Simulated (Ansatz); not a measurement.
## TcCl2 (1T sheet): how robust is the cRPA U?

Aim: hold the target of a cRPA run on TcCl2 (1T sheet) and move one thing at a time.

Program: Ansatz 0.2.0. Level of theory: constrained RPA on PBEsol, plane waves, PAW. Results are calculated unless marked as measured.

## 1. Starting point

The cell holds 3 atoms: 1 Tc and 2 Cl. Its edges and angles: a = 3.234 Å, b = 3.234 Å, c = 30.112 Å, α = 90.0°, β = 90.0°, γ = 120.0°. Vacuum lies along c.

The structure was relaxed with PBEsol. The structure was generated from a model, not taken from a measurement. The runs that relaxed it are not among those shown. The program's search for lower electronic states was switched off, so nothing shows that the state found is the lowest. The default PAW set here is soft_2. Its files were made with PBE. The Coulomb interaction is cut off across the vacuum.

## 2. Base: Tc t2g, bands v3 to v1, 6×6×1 mesh, medium accuracy

Constrained RPA screens the interaction with every transition except those inside the target bands, which a later many-body model would treat itself.

Input file input.yaml:

```yaml
crystal:
  lattice:
    - [-2.28695259, 0.0, -2.28695259]
    - [0.0, 2.28695259, 2.28695259]
    - [17.38503569, 17.38503569, -17.38503569]
  atoms:
    - { symbol: Tc, position: [0.0, 0.0, 0.3180797022] }
    - { symbol: Cl, position: [0.3333333333, 0.6666666667, 0.3689287718] }
    - { symbol: Cl, position: [0.6666666667, 0.3333333333, 0.2672306326] }
  periodic: [true, true, false]
kpoints:
  mp_grid: { grid: [12, 12, 1] }
hamiltonian:
  xc: pbesol
scf:
  occupations: { method: gaussian, width: 0.08 }
  n_extra_bands: 19
  max_iter: 150
  lower_state_search: "off"
output:
  crpa:
    kmesh: [6, 6, 1]
    target_bands: [v3, v1]
    projections: [{ species: Tc, l: d, shell: 4, orbitals: [dxz, dyz, dxy] }]
  local_orbitals:
    kmesh: [12, 12, 1]
    orbitals: [{ species: Tc, l: d, shell: 4, orbitals: [dxz, dyz, dxy] }]
    window: { bands: [v3, v1] }
    seedname: lo
```

On the command line:

```bash
ansatz run input.yaml --threads 4 --pin off --max-ram 14745MiB --backend cpu --events-out ev --progress --plain --runs-dir out
```

Numbers of over 12 decimals in the logs are rounded to 6 here.

What it wrote:

```text
scf.n_extra_bands = 19 over 15 filled bands (N_el = 29.0): the run solves 34 bands
Engine: ansatz 0.2.0, aarch64-unknown-linux-gnu
Pseudopotentials: kind: paw
Pseudopotential: Tc, paw, valence charge 15, recommended cutoff 500 eV (normal), Tc.paw.azcp
Pseudopotential: Cl, paw, valence charge 7, recommended cutoff 420 eV (normal), Cl.paw.azcp
Functional definition: PBEsol
  exchange = pbesol_x
  correlation = pbesol_c
Crystal: 3 atoms, lattice volume = 272.779 Å³
Basis set: ecut = 500 eV, 6859 PW (Γ)
Bands: 34, of which v1, the nominal top of the filled ones, is band 15 counted from 1 (14 counted from 0)
Symmetry: 12 space group operations
Space group: P-3m1 (ITA 164), of the structure as read, at distance tolerance 6.5e-5 Å
k-points: 19 of 144
Non-local potential: Tc, projectors of the file, l = 0: 3, l = 1: 3, l = 2: 2, l = 3: 2
Non-local potential: Cl, projectors of the file, l = 0: 2, l = 1: 2, l = 2: 2
PAW form: soft (Blöchl's): semilocal exchange-correlation on the pseudo side does not see the compensation charge
PAW frozen core: Tc, regenerated for the run's functional, and the local potential with it (the file was generated under x = pbe(κ = 0.804, μ = 0.219515), c = pbe(β = 0.066725))
PAW frozen core: Cl, regenerated for the run's functional, and the local potential with it (the file was generated under x = pbe(κ = 0.804, μ = 0.219515), c = pbe(β = 0.066725))
PAW one-centre angular grid: Tc, 590 points (default); XC on 64 Gauss nodes
PAW one-centre angular grid: Cl, 110 points (default); XC on 64 Gauss nodes
Initial density: superposition of atomic densities (neutral atoms: chi_scale 0, normalization atom)
Initial wavefunctions: pseudopotential atomic-orbital guess
Functional: x = pbesol(κ = 0.804, μ = 0.123457), c = pbesol(β = 0.046)
SCF iter   1: F=—  HF=-7460.735158 eV  |F-HF|=—  |Δ(HF+E_count)|=         —  Δρ=3.10e-2  dr2=4.14e0  ethr=3.10e-3  ⟨swp⟩=11.9  Hψ=5225  notcnv=0  defer=138
preconditioner: auto → LDOS  [insulator: Δε(μ)=0.170 eV  Ē_g=15.459 eV  σ=0.080 eV  W_gap=0.79  n_scr=16 (ndim 8)  ℏωp=10.3 eV  f_vac=0.774  D(μ)=1.36/eV (n_scr^D=8)  ε∞_Penn≈1.4  β→1.0]
SCF iter   2: F=—  HF=-7460.936982 eV  |F-HF|=—  |Δ(HF+E_count)|=   2.02e-1  Δρ=2.58e-2  dr2=5.31e0  ethr=3.10e-3  ⟨swp⟩=4.9  Hψ=1458  notcnv=0  defer=243
SCF iter   3: F=—  HF=-7459.941288 eV  |F-HF|=—  |Δ(HF+E_count)|=   9.96e-1  Δρ=6.28e-3  dr2=3.69e-2  ethr=3.10e-3  ⟨swp⟩=3.1  Hψ=1202  notcnv=0  defer=231
SCF iter   4: F=—  HF=-7459.939530 eV  |F-HF|=—  |Δ(HF+E_count)|=   1.76e-3  Δρ=1.49e-3  dr2=5.99e-3  ethr=1.27e-4  ⟨swp⟩=3.3  Hψ=1281  notcnv=0  defer=243
SCF iter   5: F=—  HF=-7459.938089 eV  |F-HF|=—  |Δ(HF+E_count)|=   1.44e-3  Δρ=3.49e-4  dr2=2.43e-4  ethr=2.06e-5  ⟨swp⟩=3.4  Hψ=956  notcnv=0  defer=243
SCF iter   6: F=—  HF=-7459.938242 eV  |F-HF|=—  |Δ(HF+E_count)|=   1.53e-4  Δρ=1.59e-4  dr2=6.54e-5  ethr=8.37e-7  ⟨swp⟩=3.7  Hψ=939  notcnv=0  defer=243
SCF iter   7: F=—  HF=-7459.938258 eV  |F-HF|=—  |Δ(HF+E_count)|=   1.60e-5  Δρ=4.82e-5  dr2=6.14e-6  ethr=2.25e-7  ⟨swp⟩=2.4  Hψ=783  notcnv=0  defer=243
SCF iter   8: F=—  HF=-7459.938263 eV  |F-HF|=—  |Δ(HF+E_count)|=   5.03e-6  Δρ=1.22e-5  dr2=3.89e-7  ethr=2.12e-8  ⟨swp⟩=2.4  Hψ=715  notcnv=0  defer=243
SCF iter   9: F=-7459.938264 eV  HF=-7459.938264 eV  |F-HF|=2.14e-8  |Δ(HF+E_count)|=   6.15e-7  Δρ=2.00e-6  dr2=8.84e-9  ethr=3.45e-10  ⟨swp⟩=19.8  Hψ=6104  notcnv=0
SCF 1 converged in 9 iterations: F = -7459.938264 eV  dr2 = 8.84e-9
[...]
NSCF: frozen V_eff on 22 k-points
NSCF: frozen V_eff on 7 k-points
[...]
cRPA screening: q 1/36
cRPA screening: q 2/36
cRPA screening: q 8/36 (q-point 3)
cRPA screening: q 14/36 (q-point 4)
cRPA screening: q 17/36 (q-point 8)
cRPA screening: q 23/36 (q-point 9)
cRPA screening: q 35/36 (q-point 15)
SCF converged after 9 iterations
Free energy (F): -7459.938264 eV
Harris-Foulkes:  -7459.938264 eV  (|F-HF|=2.14e-8)
Internal energy: -7459.931593 eV  (E = F + TS)
E sigma→0 (E₀):  -7459.934928 eV
Entropy (-TS):   -0.006671 eV (-2.224 meV/atom)
Fermi energy:    -3.820128 eV
--- Per-component energies (eV) ---
  E_band       = -637.047279
  E_kinetic    = 950.515279
  E_local      = -53911.176858  (includes V_loc(G=0)·N_el)
  E_nonlocal   = 347.077558
  E_hartree    = 26314.629609
  E_xc         = -449.272511
  E_vxc        = -536.148994  (∫ρ·V_xc dr)
  E_paw        = -4503.561390  (= ΣΔE_a)
  E_vpaw       = -116.580508  (= ΣTr[D̂ρ^β])
  E_aug_tail   = 0.000061  (compensation charges beyond the density's cutoff)
  E_ewald      = 23791.472950
  E_core_change = 0.383709  (= ΣΔE_core)
  E_smearing   = -0.006671  (= −TS)
  E_closure    = 0.000000  (closes the sum)
  Σ components = -7459.938264   (vs F -7459.938264, Δ=0.00e0)
--- Band table (eV; the first three rows and the last of 19) ---
  k-point 0: bands = [... 11 lower, -7.7513, -5.8668, -5.5666, -5.5666, -3.1831, -3.1831, -0.9804, -0.3981, ... 15 higher]
  k-point 1: bands = [... 11 lower, -7.9222, -5.8293, -5.4624, -5.3728, -3.3361, -3.1843, -0.7378, -0.2507, ... 15 higher]
  k-point 2: bands = [... 11 lower, -8.2538, -5.9883, -5.1280, -4.9646, -3.4816, -3.1555, -0.1729, 0.1586, ... 15 higher]
  k-point 18: bands = [... 11 lower, -10.1142, -4.6201, -4.6201, -4.4348, -2.5840, -2.5840, 1.8016, 3.0319, ... 15 higher]
  the weakly bound empty levels are not read free of the cell's end (no_gap_told)
--- cRPA (band scheme, projected local orbitals): target bands 13..15 (1-based), 3 Wannier function(s), 6×6×1 mesh, 30 bands' worth read of 35 solved, ecut_chi 136.0 eV, v(q+G=0) probe_charge, pair densities all_electron ---
  χ-basis size per q: N_G = 939..1011
  window electrons = 5.0000, filled by tetrahedron_uncorrected; constrained ε̄⁻¹(q = 0, 0) head = 0.604299; min gauge Gram eig = 0.7294
  Kanamori averages over each shell's own Wannier functions (sites counted from 0, functions from 1):
    Site 0, 4D, 3 of 5 d orbitals (Wannier functions 1, 2, 3; wannier90's mr 2, 3, 5):
      screened: U = 3.3134 eV, U' = 2.6473 eV, J = 0.3082 eV
      screened, to within: U = 1.1e-2 eV, U' = 1.1e-2 eV, J = 9.2e-4 eV
      bare: V = 12.1853 eV, V' = 11.2330 eV, J = 0.4491 eV
  Hermiticity witness max|P − P†| over intra, direct and exchange elements: 8.88e-15 eV (screened), 1.38e-17 eV (bare)
  Reality witness max|Im| over intra, direct and exchange elements: 6.90e-17 eV (screened), 3.78e-17 eV (bare)
```

The job ended after 1.8 min (4 threads of Arm Neoverse V1, shared host; peak memory 1.8 GiB).

The column dr2 measures how far the density is from self-consistency, as an energy; F and HF (Harris–Foulkes) agree once it is small.

Numbers from this step:

- U: 3.313 eV
- U prime (inter-orbital): 2.647 eV
- J: 0.3082 eV
- bare V: 12.19 eV
- bare J: 0.4491 eV
- stated bound on U: 0.01044 eV
- U over bare V: 0.2719
- electrons in the window: 5.000
- head of the constrained inverse dielectric matrix: 0.6043
- least eigenvalue of the projection's overlap: 0.7294
- target functions: 3
- bands in the sums: 30
- r.m.s. miss of the model bands: 0.001174 eV
- width of the target bands: 3.370 eV
- weight of the projected orbitals in the window: 0.8592

On the Tc t2g shell, screening brings the on-site interaction from 12.2 eV down to U = 3.31 eV.

## 3. Changed: 9×9×1 mesh

Edit input.yaml of step 2 so:

```diff
@@ -21,9 +21,4 @@
   crpa:
-    kmesh: [6, 6, 1]
+    kmesh: [9, 9, 1]
     target_bands: [v3, v1]
     projections: [{ species: Tc, l: d, shell: 4, orbitals: [dxz, dyz, dxy] }]
-  local_orbitals:
-    kmesh: [12, 12, 1]
-    orbitals: [{ species: Tc, l: d, shell: 4, orbitals: [dxz, dyz, dxy] }]
-    window: { bands: [v3, v1] }
-    seedname: lo
```

What it wrote:

```text
[...]
Crystal: 3 atoms, lattice volume = 272.779 Å³
Basis set: ecut = 500 eV, 6859 PW (Γ)
Bands: 34, of which v1, the nominal top of the filled ones, is band 15 counted from 1 (14 counted from 0)
Symmetry: 12 space group operations
[...]
k-points: 19 of 144
[...]
SCF iter   1: F=—  HF=-7460.735158 eV  |F-HF|=—  |Δ(HF+E_count)|=         —  Δρ=3.10e-2  dr2=4.14e0  ethr=3.10e-3  ⟨swp⟩=11.9  Hψ=5225  notcnv=0  defer=138
[...]
SCF iter   9: F=-7459.938264 eV  HF=-7459.938264 eV  |F-HF|=2.14e-8  |Δ(HF+E_count)|=   6.15e-7  Δρ=2.00e-6  dr2=8.84e-9  ethr=3.45e-10  ⟨swp⟩=19.8  Hψ=6104  notcnv=0
SCF 1 converged in 9 iterations: F = -7459.938264 eV  dr2 = 8.84e-9
[...]
NSCF: frozen V_eff on 12 k-points
[...]
cRPA screening: q 1/81
cRPA screening: q 2/81
cRPA screening: q 8/81 (q-point 3)
cRPA screening: q 14/81 (q-point 4)
cRPA screening: q 20/81 (q-point 5)
[...]
Internal energy: -7459.931593 eV  (E = F + TS)
E sigma→0 (E₀):  -7459.934928 eV
Entropy (-TS):   -0.006671 eV (-2.224 meV/atom)
Fermi energy:    -3.820128 eV
[...]
--- Band table (eV; the first three rows and the last of 19) ---
  k-point 0: bands = [... 11 lower, -7.7513, -5.8668, -5.5666, -5.5666, -3.1831, -3.1831, -0.9804, -0.3981, ... 15 higher]
  k-point 1: bands = [... 11 lower, -7.9222, -5.8293, -5.4624, -5.3728, -3.3361, -3.1843, -0.7378, -0.2507, ... 15 higher]
  k-point 2: bands = [... 11 lower, -8.2538, -5.9883, -5.1280, -4.9646, -3.4816, -3.1555, -0.1729, 0.1586, ... 15 higher]
  k-point 18: bands = [... 11 lower, -10.1142, -4.6201, -4.6201, -4.4348, -2.5840, -2.5840, 1.8016, 3.0319, ... 15 higher]
  the weakly bound empty levels are not read free of the cell's end (no_gap_told)
[...]
χ-basis size per q: N_G = 939..1011
[...]
Site 0, 4D, 3 of 5 d orbitals (Wannier functions 1, 2, 3; wannier90's mr 2, 3, 5):
      screened: U = 3.2719 eV, U' = 2.6081 eV, J = 0.3069 eV
      screened, to within: U = 1.1e-2 eV, U' = 1.1e-2 eV, J = 8.9e-4 eV
      bare: V = 12.1402 eV, V' = 11.1904 eV, J = 0.4476 eV
[...]
[key lines of the parts left out:]
SCF converged after 9 iterations
Free energy (F): -7459.938264 eV
```

Run time: 4.7 min. Hardware: 4 threads; peak memory 2 GiB; 18 min of CPU time.

This step gave:

```yaml
u: 3.272 eV
u_prime_inter_orbital: 2.608 eV
j: 0.3069 eV
bare_v: 12.14 eV
bare_j: 0.4476 eV
stated_bound_on_u: 0.01017 eV
u_over_bare_v: 0.2695
electrons_in_the_window: 5
head_of_the_constrained_inverse_dielectric_matrix: 0.6171
least_eigenvalue_of_the_projection_s_overlap: 0.7303
target_functions: 3
bands_in_the_sums: 30
width_of_the_target_bands: 3.370 eV
weight_of_the_projected_orbitals_in_the_window: 0.8592
```

On the Tc t2g shell, screening brings the on-site interaction from 12.1 eV down to U = 3.27 eV.

## 4. Changed: 3×3×1 mesh

Edit input.yaml of step 3 so:

```diff
@@ -21,3 +21,3 @@
   crpa:
-    kmesh: [9, 9, 1]
+    kmesh: [3, 3, 1]
     target_bands: [v3, v1]
```

What it wrote:

```text
[...]
Crystal: 3 atoms, lattice volume = 272.779 Å³
Basis set: ecut = 500 eV, 6859 PW (Γ)
Bands: 34, of which v1, the nominal top of the filled ones, is band 15 counted from 1 (14 counted from 0)
Symmetry: 12 space group operations
[...]
k-points: 19 of 144
[...]
the weakly bound empty levels are not read free of the cell's end (no_gap_told)
[...]
χ-basis size per q: N_G = 939..1011
[...]
Site 0, 4D, 3 of 5 d orbitals (Wannier functions 1, 2, 3; wannier90's mr 2, 3, 5):
      screened: U = 3.7302 eV, U' = 3.0577 eV, J = 0.3119 eV
      screened, to within: U = 1.1e-2 eV, U' = 1.1e-2 eV, J = 8.7e-4 eV
      bare: V = 12.4275 eV, V' = 11.4665 eV, J = 0.4551 eV
[...]
[key lines of the parts left out:]
SCF converged after 9 iterations
Free energy (F): -7459.938264 eV
Fermi energy:    -3.820128 eV
```

Run time: 32 s. Hardware: 4 threads; peak memory 1.7 GiB.

Numbers from this step:

| Item | Value |
| --- | --- |
| U | 3.730 eV |
| U prime (inter-orbital) | 3.058 eV |
| J | 0.3119 eV |
| bare V | 12.43 eV |
| bare J | 0.4551 eV |
| stated bound on U | 0.01095 eV |
| U over bare V | 0.3002 |
| electrons in the window | 5.000 |
| head of the constrained inverse dielectric matrix | 0.6525 |
| least eigenvalue of the projection's overlap | 0.7861 |
| target functions | 3 |
| bands in the sums | 30 |
| width of the target bands | 3.370 eV |
| weight of the projected orbitals in the window | 0.8592 |

On the Tc t2g shell, screening brings the on-site interaction from 12.4 eV down to U = 3.73 eV.

## 5. Changed: smooth pair densities

Edit input.yaml of step 4 so:

```diff
@@ -21,4 +21,5 @@
   crpa:
-    kmesh: [3, 3, 1]
+    kmesh: [6, 6, 1]
     target_bands: [v3, v1]
     projections: [{ species: Tc, l: d, shell: 4, orbitals: [dxz, dyz, dxy] }]
+    pair_densities: pseudo
```

What it wrote:

```text
[...]
Crystal: 3 atoms, lattice volume = 272.779 Å³
Basis set: ecut = 500 eV, 6859 PW (Γ)
Bands: 34, of which v1, the nominal top of the filled ones, is band 15 counted from 1 (14 counted from 0)
Symmetry: 12 space group operations
[...]
k-points: 19 of 144
[...]
the weakly bound empty levels are not read free of the cell's end (no_gap_told)
[...]
χ-basis size per q: N_G = 939..1011
[...]
Site 0, 4D, 3 of 5 d orbitals (Wannier functions 1, 2, 3; wannier90's mr 2, 3, 5):
      screened: U = 3.3188 eV, U' = 2.6466 eV, J = 0.3110 eV
      screened, to within: U = 9.2e-3 eV, U' = 9.2e-3 eV, J = 7.7e-4 eV
      screened, sum over states alone: U = 3.6535 eV, U' = 2.8229 eV, J = 0.3606 eV
      bare: V = 12.1853 eV, V' = 11.2330 eV, J = 0.4491 eV
[...]
[key lines of the parts left out:]
SCF converged after 9 iterations
Free energy (F): -7459.938264 eV
Fermi energy:    -3.820128 eV
```

It took 91 s on 4 threads; peak memory 1.7 GiB; 5.8 min of CPU time.

This step gave:

| Item | Value |
| --- | --- |
| U | 3.319 eV |
| U prime (inter-orbital) | 2.647 eV |
| J | 0.3110 eV |
| bare V | 12.19 eV |
| bare J | 0.4491 eV |
| stated bound on U | 0.009110 eV |
| U over bare V | 0.2724 |
| electrons in the window | 5.000 |
| head of the constrained inverse dielectric matrix | 0.6044 |
| least eigenvalue of the projection's overlap | 0.7294 |
| target functions | 3 |
| bands in the sums | 30 |
| width of the target bands | 3.370 eV |
| weight of the projected orbitals in the window | 0.8592 |

On the Tc t2g shell, screening brings the on-site interaction from 12.2 eV down to U = 3.32 eV.

[end of part 1 of 2]

[Paths, hosts, dates, memory and timing lines, banners, echoed tables and standing remarks are left out of the program output.]

[Logs are printed without paths, hosts, clocks, repeated set-up lines and the standing remarks that a program may print on its own settings, such as how far it seeks lower states.]

[Runs of the session that timed out or met a known fault of the program may be left out.]

[Hosts, paths, dates, database ids (printed as entryN), source tags and the programs' standing remarks are cut or masked in the printed files.]
